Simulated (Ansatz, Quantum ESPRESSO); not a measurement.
# BaLiF3 (Pm-3m): third-order response, part 3 of 3

Aim: Raman and infrared lines of BaLiF3 (Pm-3m).

Quantum ESPRESSO 8.0 development, patched; DFT LDA, scalar-relativistic, plane waves, PseudoDojo norm-conserving pseudopotentials.

So far, mean static dielectric tensor (ions relaxed, fixed cell): step 6 (zone-centre analysis) 12.2.

**10. The same in Ansatz**

The same cell goes through another code at the same cutoff. The files are of one family, but Ansatz's library holds files of its own making for some heavy elements, so those for Ba may differ. Its k mesh is centred on Γ.

This step: DFT LDA, scalar-relativistic, plane waves, norm-conserving pseudopotentials of its library (PseudoDojo's, some remade) (Ansatz 0.2.0).

The input, input.yaml:

```yaml
crystal:
  lattice:
    - [3.8924404877, 0.0, 0.0]
    - [0.0, 3.8924404877, 0.0]
    - [0.0, 0.0, 3.8924404877]
  atoms:
    - { symbol: Ba, position: [0.0, 0.0, 0.0] }
    - { symbol: Li, position: [0.5, 0.5, 0.5] }
    - { symbol: F, position: [0.0, 0.5, 0.5] }
    - { symbol: F, position: [0.5, 0.5, 0.0] }
    - { symbol: F, position: [0.5, 0.0, 0.5] }
kpoints:
  mp_grid: { grid: [6, 6, 6] }
hamiltonian:
  xc: lda
  pseudopotentials: { kind: nc, accuracy: standard }
scf:
  occupations: { method: fixed }
output:
  eigenvalues: true
basis:
  ecutwfc: 1142.878
phonons:
  method: dfpt
  dielectric: true
  rigid_motions: translations
  raman: true
```

Command:

```bash
ansatz run input.yaml --threads 4 --pin off --max-ram 16384MiB --backend cpu --events-out ev --progress --plain --runs-dir out
```

The log of the run:

```text
Warning: basis.ecutwfc = 1142.878 eV is below the records' recommended 1142.878222 eV, and the density's cutoff is lower with it unless basis.ecutrho_ratio is high enough to keep the records' density cutoff: compare with a run at a higher cutoff
Engine: ansatz 0.2.0, x86_64-unknown-linux-gnu
Pseudopotentials: kind: nc
Pseudopotential: Ba, nc, valence charge 10, recommended cutoff 770 eV (normal), Ba.nc.azcp (PseudoDojo's, or run here from an input of PseudoDojo's; its table is named by hamiltonian.pseudopotentials.accuracy)
Pseudopotential: Li, nc, valence charge 3, recommended cutoff 1006.821291 eV (normal), Li.nc.azcp (PseudoDojo's, or run here from an input of PseudoDojo's; its table is named by hamiltonian.pseudopotentials.accuracy)
Pseudopotential: F, nc, valence charge 7, recommended cutoff 1142.878222 eV (normal), F.nc.azcp (PseudoDojo's, or run here from an input of PseudoDojo's; its table is named by hamiltonian.pseudopotentials.accuracy)
Functional definition: SPW92
  exchange = slater_x
  correlation = pw_c
Crystal: 5 atoms, lattice volume = 58.975 Å³
Basis set: ecut = 1142.878 eV, 5185 PW (Γ), exchange–correlation on 90×90×90 points (8 copies of the dense FFT grid, shifted against one another)
Bands: 22, of which v1, the nominal top of the filled ones, is band 17 counted from 1 (16 counted from 0)
Symmetry: 48 space group operations
k-points: 80 of 216 (irreducible under 2 space group operations, time reversal used)
Non-local potential: Ba, projectors of the file, l = 0: 2, l = 1: 2, l = 2: 2, l = 3: 2
Non-local potential: Li, projectors of the file, l = 0: 2, l = 1: 2
Non-local potential: F, projectors of the file, l = 0: 2, l = 1: 2, l = 2: 1
Initial density: superposition of atomic densities (chi_scale 0.1, normalization cell, long waves kept (reshape's long-wave potential 0.00 eV rms))
Initial wavefunctions: pseudopotential atomic-orbital guess
Functional: x = slater, c = lda
SCF iter   1: F=—  HF=-2977.889006 eV  |F-HF|=—  |Δ(HF+E_count)|=         —  Δρ=1.28e-1  dr2=8.56e0  ethr=3.10e-3  ⟨swp⟩=9.3  Hψ=10699  notcnv=0  defer=251
preconditioner: auto → Resta (q_TF=auto, 2.489 Å⁻¹)  ε∞=4.4  [insulator: Δε(μ)=3.890 eV  Ē_g=14.303 eV  n_scr=18 (ndim 8)  ℏωp=26.5 eV  f_vac=0.000  ε∞_Penn≈4.4]
SCF iter   2: F=—  HF=-2975.457519 eV  |F-HF|=—  |Δ(HF+E_count)|=    2.43e0  Δρ=3.47e-2  dr2=7.39e-1  ethr=3.10e-3  ⟨swp⟩=5.5  Hψ=5104  notcnv=0  defer=231
SCF iter   3: F=—  HF=-2975.208764 eV  |F-HF|=—  |Δ(HF+E_count)|=   2.49e-1  Δρ=1.58e-2  dr2=2.46e-1  ethr=2.17e-3  ⟨swp⟩=3.8  Hψ=3128  notcnv=0  defer=225
SCF iter   4: F=—  HF=-2975.092257 eV  |F-HF|=—  |Δ(HF+E_count)|=   1.17e-1  Δρ=2.84e-3  dr2=3.19e-3  ethr=7.23e-4  ⟨swp⟩=4.7  Hψ=3639  notcnv=0  defer=231
SCF iter   5: F=—  HF=-2975.092411 eV  |F-HF|=—  |Δ(HF+E_count)|=   1.54e-4  Δρ=5.85e-4  dr2=1.66e-4  ethr=9.37e-6  ⟨swp⟩=4.5  Hψ=3800  notcnv=0  defer=237
SCF iter   6: F=—  HF=-2975.092353 eV  |F-HF|=—  |Δ(HF+E_count)|=   5.75e-5  Δρ=7.17e-5  dr2=4.28e-6  ethr=4.87e-7  ⟨swp⟩=2.1  Hψ=3074  notcnv=0  defer=236
SCF iter   7: F=—  HF=-2975.092350 eV  |F-HF|=—  |Δ(HF+E_count)|=   2.99e-6  Δρ=2.32e-5  dr2=2.13e-7  ethr=1.26e-8  ⟨swp⟩=2.2  Hψ=2835  notcnv=0  defer=236
SCF iter   8: F=—  HF=-2975.092310 eV  |F-HF|=—  |Δ(HF+E_count)|=   4.06e-5  Δρ=5.39e-6  dr2=1.70e-8  ethr=6.26e-10  ⟨swp⟩=2.5  Hψ=2840  notcnv=0  defer=234
SCF iter   9: F=-2975.092310 eV  HF=-2975.092310 eV  |F-HF|=7.73e-12  |Δ(HF+E_count)|=   5.12e-9  Δρ=4.53e-7  dr2=6.24e-11  ethr=1.00e-12  ⟨swp⟩=25.0  Hψ=25059  notcnv=0
SCF 1 converged in 9 iterations: F = -2975.092310 eV  dr2 = 6.24e-11
DFPT response loops at Γ: preconditioner auto → none (the input reference at scf.mixing.eps_inf says where Resta's filter doesn't serve); β = 0.50; Broyden in place of MSR1
── the response to a field inside a basis, on 6×6×6 k-points: an SCF that follows is theirs, and a resumed run solves both again ──
Bands: 18, of which v1, the nominal top of the filled ones, is band 17 counted from 1 (16 counted from 0)
k-points: 10 of 216
Initial density: handed on by an earlier stage of this run
Initial wavefunctions: pseudopotential atomic-orbital guess (no wavefunctions were taken with the density)
Eigensolver: Dense (10 Hₖ)
SCF iter   1: F=—  HF=-2975.081837 eV  |F-HF|=—  |Δ(HF+E_count)|=         —  Δρ=2.26e-4  dr2=2.34e-6  ethr=1.00e-1
preconditioner: auto → Resta (q_TF=auto, 2.489 Å⁻¹)  ε∞=4.0  [insulator: Δε(μ)=7.075 eV  Ē_g=15.891 eV  n_scr=18 (ndim 8)  ℏωp=27.4 eV  f_vac=0.000  ε∞_Penn≈4.0]
SCF iter   2: F=—  HF=-2975.081841 eV  |F-HF|=—  |Δ(HF+E_count)|=   4.13e-6  Δρ=1.18e-4  dr2=6.67e-7  ethr=6.90e-9
SCF iter   3: F=—  HF=-2975.081843 eV  |F-HF|=—  |Δ(HF+E_count)|=   1.56e-6  Δρ=1.03e-5  dr2=2.73e-8  ethr=1.96e-9
SCF iter   4: F=—  HF=-2975.081843 eV  |F-HF|=—  |Δ(HF+E_count)|=   7.04e-9  Δρ=2.33e-6  dr2=6.98e-10  ethr=8.02e-11
SCF iter   5: F=-2975.081843 eV  HF=-2975.081843 eV  |F-HF|=4.09e-12  |Δ(HF+E_count)|=  6.47e-10  Δρ=1.38e-7  dr2=4.81e-12  ethr=2.05e-12
SCF 1 converged in 5 iterations: F = -2975.081843 eV  dr2 = 4.81e-12
DFPT response loops at Γ: mixed as the last ones told, above
DFPT response loops at Γ: mixed as the last ones told, above
DFPT response loops at Γ: mixed as the last ones told, above
SCF converged after 9 iterations
Free energy (F): -2975.092310 eV
Harris-Foulkes:  -2975.092310 eV  (|F-HF|=7.73e-12)
Internal energy: -2975.092310 eV  (E = F + TS)
E sigma→0 (E₀):  -2975.092310 eV
Fermi energy:    5.382740 eV
--- Per-component energies (eV) ---
  E_band       = -127.854583
  E_kinetic    = 1643.981515
  E_local      = -2151.273577  (includes V_loc(G=0)·N_el)
  E_nonlocal   = -236.412690
  E_hartree    = 661.638052
  E_xc         = -668.820408
  E_vxc        = -707.426126  (∫ρ·V_xc dr)
  E_ewald      = -2224.205201
  E_smearing   = -0.000000  (= −TS)
  E_closure    = -0.000000  (closes the sum)
  Σ components = -2975.092310   (vs F -2975.092310, Δ=0.00e0)
--- Band table (eV; the first three rows and the last of 80) ---
  k-point 0: bands = [... 13 lower, 4.3677, 5.3827, 5.3827, 5.3827, 12.0771, 12.0771, 14.0242, 15.6289, ... 1 higher]
  k-point 1: bands = [... 13 lower, 4.3140, 5.1025, 5.2826, 5.2826, 12.4521, 12.6139, 14.6370, 15.7353, ... 1 higher]
  k-point 2: bands = [... 13 lower, 4.3640, 4.5427, 5.0291, 5.0291, 13.2492, 13.7290, 15.9856, 16.2736, ... 1 higher]
  k-point 79: bands = [... 13 lower, 5.1133, 5.1524, 5.1524, 5.1524, 13.6966, 13.6966, 13.6966, 17.7085, ... 1 higher]
--- Phonons (Γ-DFPT): 4 representative perturbations + reference, on 80 of 216 k-points (Σ response iterations 13) ---
  k mesh reduced under 2 symmetry operations, with k and −k counted as one. Each operation leaves every solved perturbation unchanged. A smaller set is not considered because the run solves the response to a homogeneous field
  ASR residual: 2.204e-4 → 0.000e0 eV/Å²; symmetrization residual: 1.710e-6 eV/Å²
  ASR residual per site (eV/Å²): 9.09e-6 2.20e-4 1.93e-4 1.93e-4 1.93e-4
  Γ frequencies (cm⁻¹): 0.00 0.00 0.00 145.84 145.84 145.84 198.31 198.31 198.31 327.16 327.16 327.16 404.72 404.72 404.72
  ε∞ (high-frequency dielectric tensor):
        2.726910     0.000000     0.000000
        0.000000     2.726910     0.000000
        0.000000     0.000000     2.726910
  ε⁰ (static dielectric tensor: ions relaxed, cell fixed):
       13.128066     0.000000    -0.000000
        0.000000    13.128066     0.000000
       -0.000000     0.000000    13.128066
  ε⁰ − ε∞ (ionic part):
       10.401157     0.000000    -0.000000
        0.000000    10.401157     0.000000
       -0.000000     0.000000    10.401157
  softest optical mode at Γ: 145.84 cm⁻¹; the repairs (sum rule, projections) moved no ω² at Γ by more than (3.11 cm⁻¹)²
  Born effective charges Z* (e; rows j = field, columns β = displacement):
    site 0:
         2.79648   -0.00000    0.00000
        -0.00000    2.79648    0.00000
         0.00000    0.00000    2.79648
    site 1:
         1.04839   -0.00000    0.00000
        -0.00000    1.04839    0.00000
         0.00000    0.00000    1.04839
    site 2:
        -1.02443   -0.00000   -0.00000
        -0.00000   -1.41022    0.00000
         0.00000   -0.00000   -1.41022
    site 3:
        -1.41022   -0.00000   -0.00000
         0.00000   -1.41022    0.00000
         0.00000    0.00000   -1.02443
    site 4:
        -1.41022    0.00000   -0.00000
         0.00000   -1.02443    0.00000
         0.00000    0.00000   -1.41022
  Z* charge neutrality: 8.684e-5 e pre-enforcement
  k-mesh period / interband length: 23.4 Å / 0.95 Å = 24.57 at k = (0.0000, 0.0000, 0.0000), direct gap 6.694 eV — 14 or more, which is no proof of convergence
  Raman tensors (in the event stream and the table raman_tensors.tsv): an entry may err by 5.8e-4 Å², one of the second-order susceptibility by 4.4e-20 pm/V (basis, points and sum rule); their sum over the sites missed zero by 9.313e-21 Å² ahead of its enforcement
  optical modes at Γ without the LO–TO term, one row a degenerate level:
      ω (cm⁻¹)  modes    IR ((D/Å)²/amu)  static Raman (Å⁴/amu)  depolarisation
        145.84      3            15.9432                 0.0000               —
        198.31      3             0.0000                 0.0000               —
        327.16      3             2.3850                 0.0000               —
        404.72      3            14.8881                 0.0000               —
  optical modes at Γ + LO–TO along q̂ = [1.0000, 0.0000, 0.0000]:
      ω (cm⁻¹)  modes    IR ((D/Å)²/amu)  static Raman (Å⁴/amu)  depolarisation
        145.84      2            10.6288                 0.0000               —
        198.31      3             0.0000                 0.0000               —
        243.60      1             1.2718                 0.0000               —
        327.16      2             1.5900                 0.0000               —
        337.36      1             0.2857                 0.0000               —
        404.72      2             9.9254                 0.0000               —
        515.55      1             9.5146                 0.0000               —
  optical modes at Γ + LO–TO along q̂ = [0.0000, 1.0000, 0.0000]:
      ω (cm⁻¹)  modes    IR ((D/Å)²/amu)  static Raman (Å⁴/amu)  depolarisation
        145.84      2            10.6288                 0.0000               —
        198.31      3             0.0000                 0.0000               —
        243.60      1             1.2718                 0.0000               —
        327.16      2             1.5900                 0.0000               —
        337.36      1             0.2857                 0.0000               —
        404.72      2             9.9254                 0.0000               —
        515.55      1             9.5146                 0.0000               —
  optical modes at Γ + LO–TO along q̂ = [0.0000, 0.0000, 1.0000]:
      ω (cm⁻¹)  modes    IR ((D/Å)²/amu)  static Raman (Å⁴/amu)  depolarisation
        145.84      2            10.6288                 0.0000               —
        198.31      3             0.0000                 0.0000               —
        243.60      1             1.2718                 0.0000               —
        327.16      2             1.5900                 0.0000               —
        337.36      1             0.2857                 0.0000               —
        404.72      2             9.9254                 0.0000               —
        515.55      1             9.5146                 0.0000               —
```

The job ended after 51 s (4 threads of AMD EPYC 9R45, shared host; peak memory 2 GiB).

Numbers from this step:

```
gap on the k-mesh                                : 6.694 eV
sum-rule residual before enforcement             : 2.20e-4 eV/Å²
miss of the charge sum rule                      : 8.68e-5 e
highest optical zone-centre mode (no LO-TO term) : 404.7 cm⁻¹
lowest optical zone-centre mode                  : 145.8 cm⁻¹
mean high-frequency dielectric constant          : 2.727
largest Born charge in size (third of the trace) : 2.796 e
mean static dielectric constant                  : 13.13
highest mode moved by the LO-TO term             : 515.5 cm⁻¹
```

Transverse modes. Lines of the infrared spectrum (strongest = 100):

```tsv
position (cm⁻¹)	label	IR intensity ((D/Å)²/amu), degenerate modes summed, relative
146	T1u	100
198	T2u	0.0
327	T1u	15
405	T1u	93
```

**11. Side by side: QE PseudoDojo and Ansatz, library NC**

Worked out from the results:

* root-mean-square difference: 4.26 cm⁻¹
* largest difference: 6.4 cm⁻¹

Optical modes, paired by symmetry label. Frequencies side by side, by row:

```tsv
q (reciprocal lattice)	mode	QE PseudoDojo (cm⁻¹)	Ansatz, library NC (cm⁻¹)
0 0 0	4	152.2	145.8
0 0 0	5	152.2	145.8
0 0 0	6	152.2	145.8
0 0 0	7	203.8	198.3
0 0 0	8	203.8	198.3
0 0 0	9	203.8	198.3
0 0 0	10	328.3	327.2
0 0 0	11	328.3	327.2
0 0 0	12	328.3	327.2
0 0 0	13	404.9	404.7
0 0 0	14	404.9	404.7
0 0 0	15	404.9	404.7
```

The two runs side by side. Further quantities:

```tsv
quantity	QE PseudoDojo	Ansatz, library NC
mean ε∞	2.717	2.727
largest Born charge in size (e; the first before, the second after the charge sum rule)	2.776	2.796
summed IR intensity ((D/Å)²/amu)	32.98	33.22
```

At the zone centre the largest difference (acoustic modes at Γ apart) is 2 % of the highest mode, but 4 % of the mode at 152 cm⁻¹ on which it sits.

**12. What came out**

* space group after relaxation: Pm-3m
* volume per atom: 11.8 Å³
* gap on the k-mesh: 6.65 eV
* highest optical zone-centre mode (no LO-TO term): 404.9 cm⁻¹
* lowest optical zone-centre mode: 152.2 cm⁻¹
* highest mode moved by the LO-TO term: 516.1 cm⁻¹
* mean high-frequency dielectric constant: 2.72
* largest Born charge in size (third of the trace): 2.78 e
* mean static dielectric constant: 12.2
* imaginary optical modes at the zone centre (no q mesh in this session): none
* largest difference from Ansatz, library NC: 6.4 cm⁻¹

No mode is Raman active in this structure; the strongest infrared line lies at 152 cm⁻¹. At the LDA level the optical modes of BaLiF3 (Pm-3m) at the zone centre (no LO-TO term) run from 152 to 405 cm⁻¹. Along the directions run, the highest mode that the macroscopic field moves lies at 516 cm⁻¹. Lattice motion raises the mean dielectric constant from 2.717 to 12.20. Of the 12 optical modes, 9 are infrared active alone and 3 are silent. QE PseudoDojo and Ansatz, library NC differ by 4.3 cm⁻¹ in the root mean square and by 6.4 cm⁻¹ at most, 1.6 % of the highest mode compared (acoustic modes at Γ left out); the two use different potentials, and the cell was not relaxed for the second set. These are harmonic frequencies at zero temperature: anharmonic shifts and linewidths and thermal expansion are left out. Spin-orbit coupling is left out, which can matter for the heavy elements here. The total energies of the two programs lie far apart, so at least one potential file in Ansatz's library differs from the published one read by the first program. The build is a development version in which the Raman tensors of release 7.5 are mended; dynmat.x leaves out the electro-optic term of LO lines. The structure comes from a database and need not be the phase that is stable at ambient conditions.

[Host names and launcher messages were left out of these logs when they were recorded.]

[Logs are printed without paths, hosts, clocks, repeated set-up lines and the standing remarks that a program may print on its own settings, such as how far it seeks lower states.]

[Hosts, paths, dates, database ids (printed as entryN), source tags and the programs' standing remarks are cut or masked in the printed files.]
